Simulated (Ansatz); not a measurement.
# KTaTe3 (built on the sites of a database entry of KTaO3): a soft mode frozen in, part 2 of 2

Aim: this structure of KTaTe3 (built on the sites of a database entry of KTaO3) is to be tested for unstable modes, and one is followed downhill.

Ansatz 0.2.0; DFT PBEsol, scalar-relativistic, plane waves, PAW.

So far, highest frequency on the path or at a solved wavevector (cm⁻¹): step 2 (phonons on a q mesh) 209. Also lowest frequency on the path (cm⁻¹): step 2 -32.5.

The structure was built from a prototype and need not be the compound's stable phase.

**6. Relaxation from the frozen mode**

Starting from the lowest point found, all atoms and the cell are let go, so that strain and other modes of the same symmetry can join in.

Contents of input.yaml:

```yaml
crystal:
  lattice:
    - [5.4478105987, 5.4478105987, 0.0]
    - [5.4478105987, 0.0, 5.4478105987]
    - [5.4478105987, 0.0, -5.4478105987]
  atoms:
    - { symbol: K, position: [0.5, 0.25, 0.75] }
    - { symbol: K, position: [0.5, 0.75, 0.25] }
    - { symbol: Ta, position: [0.0, 0.0, 0.0] }
    - { symbol: Ta, position: [0.0, 0.5, 0.5] }
    - { symbol: Te, position: [0.0584084277, 0.25, 0.1915915723] }
    - { symbol: Te, position: [-0.0584084277, 0.75, 0.8084084277] }
    - { symbol: Te, position: [0.5, 0.6915915723, 0.75] }
    - { symbol: Te, position: [0.5, 0.3084084277, 0.25] }
    - { symbol: Te, position: [0.0584084277, 0.1915915723, 0.6915915723] }
    - { symbol: Te, position: [-0.0584084277, 0.8084084277, 0.3084084277] }
kpoints:
  mp_grid: { grid: [8, 8, 8] }
hamiltonian:
  xc: pbesol
scf:
  occupations: { method: methfessel_paxton, width: 0.2 }
output:
  forces: true
  stress: true
  eigenvalues: true
relax:
  adjacent_minimum: "off"
  f_tol: 0.002
  max_steps: 120
  cell: { stress_tol: 0.03 }
```

On the command line:

```bash
> ansatz run input.yaml --threads 8 --pin off --max-ram 14336MiB --backend cpu --events-out ev --progress --plain --runs-dir out
```

Numbers of over 12 decimals in the logs are rounded to 6 here.

Output:

```text
[...]
Crystal: 10 atoms, lattice volume = 323.367 Å³
Basis set: ecut = 420 eV, 6303 PW (Γ), exchange–correlation on 108×108×108 points (8 copies of the dense FFT grid, shifted against one another)
Bands: 84, of which v1, the nominal top of the filled ones, is band 70 counted from 1 (69 counted from 0)
Symmetry: 12 space group operations
[...]
k-points: 65 of 512
[...]
SCF iter   1: F=—  HF=-64057.402011 eV  |F-HF|=—  |Δ(HF+E_count)|=         —  Δρ=3.22e-3  dr2=4.73e-2  ethr=1.77e-3  ⟨swp⟩=6.7  Hψ=22599  notcnv=0
[...]
SCF iter   7: F=-64057.395686 eV  HF=-64057.395686 eV  |F-HF|=7.28e-10  |Δ(HF+E_count)|=   9.50e-9  S|Δr|=    0.00e0  Δρ=1.85e-6  dr2=1.34e-8  ethr=7.14e-11  ⟨swp⟩=11.7  Hψ=25238  notcnv=0
SCF 1 converged in 7 iterations: F = -64057.395686 eV  dr2 = 1.34e-8
[...]
relax step   1: F+E_penalty+E_count = -64057.39568557 eV  Δ(F+E_penalty+E_count) = +0.000e0 eV  max|allowed force component| = 5.024e-2 eV/Å  Δτ_max = 0.0000 Å  P = -1.171 GPa  Ω = 323.367 Å³  (7 SCF iters, dr2 threshold 1.00e-7 eV, accepted)
Crystal: 10 atoms, lattice volume = 312.795 Å³
Basis set: ecut = 420 eV, 6105 PW (Γ), exchange–correlation on 108×108×108 points (8 copies of the dense FFT grid, shifted against one another)
[...]
SCF iter   6: F=-64057.485593 eV  HF=-64057.485593 eV  |F-HF|=4.40e-8  |Δ(HF+E_count)|=   3.59e-7  S|Δr|=    0.00e0  Δρ=4.45e-6  dr2=3.96e-8  ethr=7.14e-10  ⟨swp⟩=8.3  Hψ=23289  notcnv=0
SCF 2 converged in 6 iterations: F = -64057.485593 eV  dr2 = 3.96e-8
relax step   2: F+E_penalty+E_count = -64057.48559305 eV  Δ(F+E_penalty+E_count) = -8.991e-2 eV  max|allowed force component| = 7.811e-2 eV/Å  Δτ_max = 0.0454 Å  P = +0.244 GPa  Ω = 312.795 Å³  energy of the carried Pulay correction = +1.519e-3 eV  (6 SCF iters, dr2 threshold 1.00e-6 eV, accepted)
Crystal: 10 atoms, lattice volume = 307.089 Å³
Basis set: ecut = 420 eV, 5959 PW (Γ), exchange–correlation on 108×108×108 points (8 copies of the dense FFT grid, shifted against one another)
[...]
SCF iter   7: F=-64057.539069 eV  HF=-64057.539069 eV  |F-HF|=4.19e-9  |Δ(HF+E_count)|=   1.09e-7  S|Δr|=    0.00e0  Δρ=1.73e-6  dr2=4.93e-9  ethr=3.98e-10  ⟨swp⟩=8.1  Hψ=22837  notcnv=0
SCF 3 converged in 7 iterations: F = -64057.539069 eV  dr2 = 4.93e-9
relax step   3: F+E_penalty+E_count = -64057.53906901 eV  Δ(F+E_penalty+E_count) = -5.348e-2 eV  max|allowed force component| = 5.139e-2 eV/Å  Δτ_max = 0.1307 Å  P = +0.134 GPa  Ω = 307.089 Å³  energy of the carried Pulay correction = +2.360e-3 eV  (7 SCF iters, dr2 threshold 5.57e-7 eV, accepted)
[...]
relax step   4: F+E_penalty+E_count = -64057.54515789 eV  Δ(F+E_penalty+E_count) = -6.089e-3 eV  max|allowed force component| = 1.940e-2 eV/Å  Δτ_max = 0.0402 Å  P = -0.009 GPa  Ω = 309.243 Å³  energy of the carried Pulay correction = +2.041e-3 eV  (6 SCF iters, dr2 threshold 1.65e-7 eV, accepted)
[...]
relax step   5: F+E_penalty+E_count = -64057.54626322 eV  Δ(F+E_penalty+E_count) = -1.105e-3 eV  max|allowed force component| = 2.948e-4 eV/Å  Δτ_max = 0.0136 Å  P = +0.007 GPa  Ω = 308.552 Å³  energy of the carried Pulay correction = +2.143e-3 eV  (6 SCF iters, dr2 threshold 2.35e-8 eV, accepted)
Basis set: ecut = 420 eV, 5995 PW (Γ), exchange–correlation on 100×108×100 points (8 copies of the dense FFT grid, shifted against one another)
[...]
SCF iter   7: F=-64057.544687 eV  HF=-64057.544687 eV  |F-HF|=1.46e-11  |Δ(HF+E_count)|=  1.46e-11  S|Δr|=    0.00e0  Δρ=2.22e-8  dr2=1.17e-12  ethr=1.00e-12  ⟨swp⟩=7.1  Hψ=20754  notcnv=0
SCF 6 converged in 7 iterations: F = -64057.544687 eV  dr2 = 1.17e-12
relax step   6: F+E_penalty+E_count = -64057.54468726 eV  Δ(F+E_penalty+E_count) = +1.576e-3 eV  max|allowed force component| = 2.881e-4 eV/Å  Δτ_max = 0.0000 Å  P = +0.004 GPa  Ω = 308.552 Å³  stress off target by 1.89e-2 GPa  SCF on the basis re-selected at this cell (its energy is not comparable with the rows above)  (7 SCF iters)
basis re-selected at this cell: Δ(F+E_penalty+E_count) = +1.576e-3 eV, ΔP = -0.004 GPa vs the last step (what re-selecting the basis moved, of the pressure what is left beyond the Pulay correction that the steps carried, after the strain that the cell walked since its last selection, with what the two solves' SCF thresholds leave and, on support functions, any second-order correction that the steps lacked; it is no measure of the basis error at this ecutwfc). The dense FFT grid was sized anew with the basis: this SCF ran on 50×54×50 points, the steps before it on 54×54×54, so part of this shift can come from that change (see relax.cell in the input reference). [rest of the remark cut]
SCF converged after 7 iterations
[...]
Free energy (F): -64057.544687 eV
[...]
Internal energy: -64057.562685 eV  (E = F + TS)
E sigma→0 (E₀):  -64057.549187 eV
Entropy (-TS):   0.017998 eV (1.800 meV/atom)
Fermi energy:    8.581961 eV
[...]
--- Forces (eV/Å), atoms counted from 1 ---
  atom   1  K      0.00000000     0.00000000     0.00000000
  atom   2  K     -0.00000000    -0.00000000    -0.00000000
  atom   3  Ta     0.00000000     0.00000000     0.00000000
  atom   4  Ta     0.00000000     0.00000000     0.00000000
  atom   5  Te    -0.00000000    -0.00028809    -0.00028809
  atom   6  Te     0.00000000     0.00028809     0.00028809
  atom   7  Te     0.00028809    -0.00000000     0.00028809
  atom   8  Te    -0.00028809     0.00000000    -0.00028809
  atom   9  Te     0.00028809    -0.00028809     0.00000000
  atom  10  Te    -0.00028809     0.00028809    -0.00000000
  max |Σ_I F_I| component: 3.09e-18 eV/Å
--- Stress (GPa, compression-positive) ---
        0.003721       0.007598      -0.007598
        0.007598       0.003721      -0.007598
       -0.007598      -0.007598       0.003721
  P = ⅓ Tr σ = 0.0037 GPa (0.037 kbar)
--- Band table (eV; the first three rows and the last of 65) ---
  k-point 0: bands = [... 66 lower, 7.9508, 8.1675, 8.4847, 8.4847, 8.5625, 8.5625, 9.1179, 9.7182, ... 10 higher]
  k-point 1: bands = [... 66 lower, 8.1966, 8.2794, 8.3530, 8.4700, 8.6427, 8.7928, 8.9274, 9.7804, ... 10 higher]
  k-point 2: bands = [... 66 lower, 8.1016, 8.2292, 8.5092, 8.6837, 8.7012, 8.7993, 9.0351, 9.8166, ... 10 higher]
  k-point 64: bands = [... 66 lower, 7.7491, 7.7491, 7.7491, 7.7491, 9.3400, 9.3400, 9.6484, 9.6484, ... 10 higher]
--- Relaxed structure (5 steps of the walk, 5 accepted, 1 SCFs on fresh bases) ---
  F+E_penalty+E_count = -64057.54468726 eV   max|allowed force component| = 2.881e-4 eV/Å   (the final SCF, on the basis selected at the relaxed cell)
  cell:  # Å, volume = 308.5524 Å³
    - [5.231127, 5.231127, 0.271346]
    - [5.502474, 0.0, 5.502474]
    - [5.231127, -0.271346, -5.231127]
  atoms:
    - { symbol: K, position: [0.500000, 0.25, 0.75] }
    - { symbol: K, position: [0.500000, 0.75, 0.250000] }
    - { symbol: Ta, position: [-3.1842580510981034e-19, -2.8658322459883203e-19, 2.8658322459882404e-19] }
    - { symbol: Ta, position: [7.589415207398531e-19, 0.500000, 0.5] }
    - { symbol: Te, position: [0.077815, 0.25, 0.172185] }
    - { symbol: Te, position: [-0.077815, 0.75, 0.827815] }
    - { symbol: Te, position: [0.500000, 0.672185, 0.750000] }
    - { symbol: Te, position: [0.500000, 0.327815, 0.25] }
    - { symbol: Te, position: [0.077815, 0.172185, 0.672185] }
    - { symbol: Te, position: [-0.077815, 0.827815, 0.327815] }
```

Elapsed: 100 s, on 8 threads of Arm Neoverse V1, shared host; peak memory 2.2 GiB.

The steps of the relaxation:

```tsv
step	energy less that of the first step (eV)	largest force component (eV/Å)	pressure (GPa)	volume (Å³)
1	0.0000	0.0502	-1.17	323.37
2	-0.0899	0.0781	0.24	312.79
3	-0.1434	0.0514	0.13	307.09
4	-0.1495	0.0194	-0.01	309.24
5	-0.1506	0.0003	0.01	308.55
6*	-0.1490	0.0003	0.00	308.55
```

Relaxation steps marked * repeat the geometry before them on a plane-wave basis chosen anew for their cell, so energy and pressure can jump there.

Forces are held to the 12 operations that the run works with; a distortion that breaks them can't arise in this run.

```tsv
conventional cell, symmetrised	before	after	change
a (Å)	7.704	7.782	+1.0 %
b (Å)	7.704	7.782	+1.0 %
c (Å)	18.872	17.651	-6.5 %
volume (Å³/atom)	32.34	30.86	-4.6 %
```

The atoms that moved most (Å, as changes of fractional coordinates times the final cell):

```tsv
atom	dx	dy	dz	length
Te10	0.107	-0.107	0.000	0.151
Te8	0.107	0.000	0.107	0.151
Te6	0.000	-0.107	-0.107	0.151
Te9	-0.107	0.107	0.000	0.151
Te7	-0.107	0.000	-0.107	0.151
Te5	0.000	0.107	0.107	0.151
```

The relaxed structure:

```xyz
10
Lattice="5.2311 5.2311 0.2713 5.5025 0.0000 5.5025 5.2311 -0.2713 -5.2311" Properties=species:S:1:pos:R:3 pbc="T T T"
K     7.9145    2.4121   -2.4121
K     8.0502    2.5477    2.9547
Ta    0.0000    0.0000    0.0000
Ta    5.3668   -0.1357    0.1357
Te    2.6834    0.3603    0.4960
Te    8.0502   -0.6317   -0.2247
Te   10.2376    2.4121   -0.0890
Te    5.7271    2.5477    0.6317
Te    4.8708    0.2247   -2.5477
Te    5.8628   -0.4960    2.8191
```

Numbers from this step:

| Property | Result |
| --- | --- |
| pressure | 0.003721 GPa |
| volume per atom | 30.86 Å³ |

The distorted start has space group R-3c; the relaxation ends in R-3c.

**7. Summary of results**

* unstable mode of the parent: q = (-0.5, -0.5, -0.5), 32i cm⁻¹
* depth at the lowest point sampled: 25.1 meV/atom
* largest atomic shift at that point: 0.45 Å
* space group reached (within 0.01 Å): R-3c
* energy gained over the parent (first relaxation, on the mesh of the frozen mode): 40.4 meV/atom
* volume per atom, phase reached: 30.9 Å³

Along this mode the structure falls into R-3c, 40.4 meV/atom below the parent. At the parent's cell the well is 25.15 meV/atom deep on the steps tried, with its lowest point at a shift of 0.45 Å. Relaxing atoms and cell changes the gain by +15.24 meV/atom against the lowest step (energies at zero smearing). The modes of the phase reached were not computed on this path. Of the 4 patterns followed to their end from this parent, this one ends 34.1 meV/atom above the lowest, I4/mcm. Each path keeps the symmetry of its pattern, so a lower phase may lie along a pattern not tried. With no gap, or one that is small against the smearing, the frequencies hang on the k mesh and the smearing, most of all near Kohn anomalies. Spin-orbit coupling is left out, which can matter for the heavy elements here. The starting cell was built on a prototype and not taken from a measurement, so the phase need not exist.

[Logs are printed without paths, hosts, clocks, repeated set-up lines and the standing remarks that a program may print on its own settings, such as how far it seeks lower states.]

[Hosts, paths, dates, database ids (printed as entryN), source tags and the programs' standing remarks are cut or masked in the printed files.]
